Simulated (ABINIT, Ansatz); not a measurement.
# Li2H6Pt (Fm-3m): one start, several treatments of the self-energy, part 2 of 2

Aim: compare treatments of exchange, screening and correlation for the gap of Li2H6Pt (Fm-3m).

ABINIT 10.8.3; LDA and many-body steps on it, plane waves. Known limits of the many-body steps: not at the basis limit; no spin polarisation; d states lean on the start; no spin-orbit coupling.

So far. Step 5 (G0W0, Engel-Farid plasmon pole): Against G0W0 in ABINIT (4×4×4 mesh, 63 bands, screening to 114.3 eV, Godby-Needs plasmon pole), the gap moves by +0.103 eV. Step 6 (G0W0, Hybertsen-Louie plasmon pole): Against G0W0 in ABINIT (4×4×4 mesh, 63 bands, screening to 114.3 eV, Godby-Needs plasmon pole), the gap moves by +0.127 eV.

## (7) One-shot Hartree-Fock

This step: one-shot Hartree-Fock on LDA, plane waves, norm-conserving pseudopotentials.

Input file run.abi:

```
acell 3*1.0 Angstrom
rprim 
  -0.000000000000 3.324927160000 3.324927160000
  3.324927160000 0.000000000000 3.324927160000
  3.324927160000 3.324927160000 0.000000000000
ntypat 3
znucl 3 1 78
natom 9
typat 1 1 2 2 2 2 2 2 3
xred 
  0.750000000000 0.750000000000 0.750000000000
  0.250000000000 0.250000000000 0.250000000000
  0.754787880000 0.754787880000 0.245212120000
  0.245212120000 0.754787880000 0.245212120000
  0.754787880000 0.245212120000 0.245212120000
  0.245212120000 0.245212120000 0.754787880000
  0.754787880000 0.245212120000 0.754787880000
  0.245212120000 0.754787880000 0.754787880000
  0.000000000000 0.000000000000 0.000000000000
pp_dirpath "pseudos"
pseudos "Li.upf, H.upf, Pt.upf"
ecut 34
ngkpt 4 4 4
nshiftk 1
shiftk 0 0 0
kptopt 1
chksymbreak 0
istwfk *1
occopt 1
irdwfk 1
optdriver 4
nband 19
gwcalctyp 5
ecutsigx 34
symsigma 1
nkptgw 3
kptgw 
  -0.2500000000 0.2500000000 0.0000000000
  0.5000000000 0.5000000000 0.0000000000
  0.0000000000 0.0000000000 0.0000000000
bdgw 
  14 17
  14 17
  13 19
ixc_sigma 40
fftgw 31
indata_prefix "in"
outdata_prefix "out"
tmpdata_prefix "tmp"
```

Run with:

```console
$ OMP_NUM_THREADS=1 mpirun -n 4 abinit run.abi > log
```

What it wrote:

```text
.Version 10.8.3 of ABINIT. v10.8.2 released Aug 2026.

 Symmetries : space group Fm -3 m (#225); Bravais cF (face-center cubic)
[... echo of the input left out ...]
== DATASET  1 ==================================================================
-   mpi_nproc: 4, omp_nthreads: 1 (-1 if OMP is not activated)

--- !DatasetInfo
iteration_state: {dtset: 1, }
dimensions: {natom: 9, nkpt: 8, mband: 19, nsppol: 1, nspinor: 1, nspden: 1, mpw: 4723, }
cutoff_energies: {ecut:  34.0, pawecutdg:  -1.0, }
[...]
Band     E0 <VxcDFT>   SigX SigC(E0)      Z dSigC/dE  Sig(E)    E-E0       E
[...]
18   8.657 -10.863  -6.051   0.000   1.000   0.000  -6.051   4.812  13.468
       19   8.657 -10.863  -6.051   0.000   1.000   0.000  -6.051   4.812  13.468

== END DATASET(S) ==============================================================
================================================================================

 -outvars: echo values of variables after computation  --------
           etotal      0.0000000000E+00
            nband          19
             nkpt           8
          spgroup         225
 [... the other variables as echoed above ...]

 Calculation completed.
```

Elapsed: 4.7 s, on 4 MPI ranks of Arm Neoverse V1, shared host; peak memory 0.82 GiB.

Numbers from this step:

```yaml
quasiparticle_gap_on_the_points_computed: 9.553 eV
starting_gap_on_the_mesh: 2.757 eV
k_of_the_valence_top: -0.25, 0.25, 0
k_of_the_conduction_bottom: 0.5, 0.5, 0
least_direct_quasiparticle_gap_on_the_computed_points: 11.64 eV
```

Against G0W0 in ABINIT (4×4×4 mesh, 63 bands, screening to 114.3 eV, Godby-Needs plasmon pole), the gap moves by +4.802 eV.

## (8) Screening, 4×4×4 mesh, 63 bands, screening to 114.3 eV

This step: RPA screening on LDA, plane waves, norm-conserving pseudopotentials.

run.abi, as its differences from that of step 7:

```diff
@@ -30,18 +30,14 @@
 irdwfk 1
-optdriver 4
-nband 19
-gwcalctyp 5
-ecutsigx 34
-symsigma 1
-nkptgw 3
-kptgw 
-  -0.2500000000 0.2500000000 0.0000000000
-  0.5000000000 0.5000000000 0.0000000000
-  0.0000000000 0.0000000000 0.0000000000
-bdgw 
-  14 17
-  14 17
-  13 19
-ixc_sigma 40
-fftgw 31
+optdriver 3
+nband 63
+ecuteps 4.2
+inclvkb 2
+awtr 1
+symchi 1
+gwcalctyp 2
+nfreqre 16
+freqremax 40 eV
+nfreqim 8
+spmeth 1
+nomegasf 120
 indata_prefix "in"
```

What it wrote:

```text
.Version 10.8.3 of ABINIT. v10.8.2 released Aug 2026.

 Symmetries : space group Fm -3 m (#225); Bravais cF (face-center cubic)
[... echo of the input left out ...]
== DATASET  1 ==================================================================
-   mpi_nproc: 4, omp_nthreads: 1 (-1 if OMP is not activated)

--- !DatasetInfo
iteration_state: {dtset: 1, }
dimensions: {natom: 9, nkpt: 8, mband: 63, nsppol: 1, nspinor: 1, nspden: 1, mpw: 4723, }
cutoff_energies: {ecut:  34.0, pawecutdg:  -1.0, }
electrons: {nelect:   3.00000000E+01, charge:   0.00000000E+00, occopt:   1.00000000E+00, tsmear:   1.00000000E-02, }

 SCREENING: Calculation of the susceptibility and dielectric matrices

 Based on a program developped by R.W. Godby, V. Olevano, G. Onida, and L. Reining.
 Incorporated in ABINIT by V. Olevano, G.-M. Rignanese, and M. Torrent.
.Using double precision arithmetic ; gwpc =  8

[... cell and pseudopotentials left out ...]
--------------------------------------------------------------------------------

 ==== K-mesh for the wavefunctions ====
 Number of points in the irreducible wedge :     8
[... list of points left out ...]
 Together with 48 symmetry operations and time-reversal symmetry
 yields    64 points in the full Brillouin Zone.

 ==== Q-mesh for the screening function ====
 Number of points in the irreducible wedge :     8
[... list of points left out ...]
 Together with 48 symmetry operations and time-reversal symmetry
 yields    64 points in the full Brillouin Zone.

 setmesh: FFT mesh size selected  =    32x   32x   32
          total number of points  =        32768

 vcoul_init : cutoff-mode = AUXILIARY_FUNCTION
 q-points for optical limit:   1
     1)      0.000010    0.000020    0.000030

- screening: taking advantage of time-reversal symmetry
- Maximum band index for partially occupied states nbvw = 15
- Remaining bands to be divided among processors   nbcw = 48
- Number of bands treated by each node ~12

 Number of electrons calculated from density =   30.0000; Expected =   30.0000
 average of density, n =  0.060471
 r_s =    1.5805
 omega_plasma =   23.7208 [eV]

 calculating chi0 at frequencies [eV] :
  1    0.000000E+00    0.000000E+00
  2    2.666667E+00    0.000000E+00
  3    5.333333E+00    0.000000E+00
[...]
23    0.000000E+00    6.041280E+01
 24    0.000000E+00    8.506188E+01

--------------------------------------------------------------------------------
  q-point number  1        q = ( 0.000000, 0.000000, 0.000000) [r.l.u.]
--------------------------------------------------------------------------------
[... chi0 elements left out ...]
  [... further frequencies ...]

 No. of calculated frequencies >  15, stop printing
 For q-point:  0.000010 0.000020 0.000030
  dielectric constant =   4.2627
  dielectric constant without local fields =   5.2111

  Average fulfillment of the sum rule on Im[epsilon] for q-point    1 :     51.66  [%]
[... wings left out ...]
  q-point number  2        q = ( 0.250000, 0.000000, 0.000000) [r.l.u.]
--------------------------------------------------------------------------------
[... chi0 elements left out ...]
  [... further frequencies ...]

 No. of calculated frequencies >  15, stop printing
  Average fulfillment of the sum rule on Im[epsilon] for q-point    2 :     68.28  [%]

 [... 6 further q-points ...]
```

Wall time 33 s (4 MPI ranks); peak memory 1.2 GiB.

Numbers from this step:

```yaml
eps_infinity_with_local_fields_on_this_mesh_along_the_program_s_q_direction: 4.263
the_same_without_local_fields: 5.211
plasma_frequency: 23.72 eV
plane_waves_in_the_screening_matrix: 181
```

## (9) G0W0, contour deformation

This step: G0W0 on LDA, plane waves, norm-conserving pseudopotentials.

run.abi, as its differences from that of step 8:

```diff
@@ -30,14 +30,18 @@
 irdwfk 1
-optdriver 3
+optdriver 4
 nband 63
+gwcalctyp 2
+ecutsigx 34
+symsigma 1
+nkptgw 3
+kptgw 
+  -0.2500000000 0.2500000000 0.0000000000
+  0.5000000000 0.5000000000 0.0000000000
+  0.0000000000 0.0000000000 0.0000000000
+bdgw 
+  14 17
+  14 17
+  13 19
 ecuteps 4.2
-inclvkb 2
-awtr 1
-symchi 1
-gwcalctyp 2
-nfreqre 16
-freqremax 40 eV
-nfreqim 8
-spmeth 1
-nomegasf 120
+irdscr 1
 indata_prefix "in"
```

What it wrote:

```text
.Version 10.8.3 of ABINIT. v10.8.2 released Aug 2026.

 Symmetries : space group Fm -3 m (#225); Bravais cF (face-center cubic)
[... echo of the input left out ...]
== DATASET  1 ==================================================================
-   mpi_nproc: 4, omp_nthreads: 1 (-1 if OMP is not activated)

--- !DatasetInfo
iteration_state: {dtset: 1, }
dimensions: {natom: 9, nkpt: 8, mband: 63, nsppol: 1, nspinor: 1, nspden: 1, mpw: 4723, }
cutoff_energies: {ecut:  34.0, pawecutdg:  -1.0, }
[...]
Band     E0 <VxcDFT>   SigX SigC(E0)      Z dSigC/dE  Sig(E)    E-E0       E
[...]
19   8.657 -10.863  -6.051  -3.210   0.815  -0.227  -9.557   1.305   9.962
       19   0.000   0.000   0.000  -0.001   0.000   0.000  -0.001  -0.001  -0.001

== END DATASET(S) ==============================================================
================================================================================

 -outvars: echo values of variables after computation  --------
           etotal      0.0000000000E+00
            nband          63
             nkpt           8
          spgroup         225
 [... the other variables as echoed above ...]

 Calculation completed.
```

Wall time 8.6 s (4 MPI ranks); peak memory 1.1 GiB.

Numbers from this step:

* G0W0 gap on the points computed: 4.706 eV
* starting gap on the mesh: 2.757 eV
* k of the valence top: -0.25, 0.25, 0
* k of the conduction bottom: 0.5, 0.5, 0
* least direct G0W0 gap on the computed points: 6.405 eV

Against G0W0 in ABINIT (4×4×4 mesh, 63 bands, screening to 114.3 eV, Godby-Needs plasmon pole), the gap moves by −0.045 eV.

## (10) The runs together

Times are wall times on 4 MPI ranks of Arm Neoverse V1, shared host, good to a factor of about two. A run's time includes the screening step that it read.

| run | mesh | bands | screening cutoff (eV) | DFT gap (eV) | gap on the mesh (eV) | direct (eV) | ε∞ used | time |
| --- | --- | --- | --- | --- | --- | --- | --- | --- |
| G0W0, Godby-Needs plasmon pole | 4×4×4 | 63 | 114.3 | 2.757 | 4.751 | 6.486 | 4.22 | 33 s |
| G0W0, Engel-Farid plasmon pole | 4×4×4 | 63 | 114.3 | 2.757 | 4.854 | 6.611 | 4.22 | 29 s |
| G0W0, Hybertsen-Louie plasmon pole | 4×4×4 | 63 | 114.3 | 2.757 | 4.878 | 6.699 | 4.22 | 33 s |
| one-shot Hartree-Fock | 4×4×4 | - | - | 2.757 | 9.553 | 11.639 | - | 4.7 s |
| G0W0, contour deformation | 4×4×4 | 63 | 114.3 | 2.757 | 4.706 | 6.405 | 4.26 | 42 s |

## (11) Summary of results

```json
{"G0W0, Godby-Needs plasmon pole": "4.751 eV", "G0W0, Engel-Farid plasmon pole": "4.854 eV", "G0W0, Hybertsen-Louie plasmon pole": "4.878 eV", "one-shot Hartree-Fock": "9.553 eV", "G0W0, contour deformation": "4.706 eV", "known limits": "not at the basis limit; no spin polarisation; d states lean on the start; no spin-orbit coupling"}
```

What this shows: G0W0, Engel-Farid plasmon pole: +0.103 eV against G0W0, Godby-Needs plasmon pole. G0W0, Hybertsen-Louie plasmon pole: +0.127 eV against G0W0, Godby-Needs plasmon pole. One-shot Hartree-Fock: +4.802 eV against G0W0, Godby-Needs plasmon pole. G0W0, contour deformation: −0.045 eV against G0W0, Godby-Needs plasmon pole. Bare exchange alone opens the gap to 9.55 eV; against G0W0, correlation takes back 4.80 eV. Bands and cutoff are finite, so the gap is not at the basis limit. The miss can reach some tenths of an eV and take either sign; the mesh is an error of its own. In the first G0W0 run levels were corrected at 3 k points alone, so a gap called «on the mesh» is the least over those, and an edge elsewhere would be missed. A denser mesh or path gives a starting gap of 2.58 eV: the GW mesh misses a band edge, so its gaps are not the fundamental one. The runs have no spin polarisation. For a closed low-spin shell that is the natural state; where a d or f shell is open it is a constraint, and the gap is then not the crystal's own. With d states at the gap, one-shot GW leans hard on its start. The many-body steps are scalar-relativistic: spin-orbit coupling is not in them.

[Paths, hosts, dates, memory and timing lines, banners, echoed tables and standing remarks are left out of the program output.]

[Logs are printed without paths, hosts, clocks, repeated set-up lines and the standing remarks that a program may print on its own settings, such as how far it seeks lower states.]

[Runs of the session that timed out or met a known fault of the program may be left out.]

[No measured gap is set beside runs whose start may be inverted or whose files or cutoffs have a known fault.]

[Hosts, paths, dates, database ids (printed as entryN), source tags and the programs' standing remarks are cut or masked in the printed files.]

[G0W0 gaps are taken among the corrected bands and points alone; a level outside them can change the order at an edge.]

[Where Ansatz stands beside ABINIT at settings called matched, ABINIT's density can come from a denser mesh and the files from another edition; pairs whose starting gaps differed by over 0.03 eV were left out, so agreement reads better than it is.]
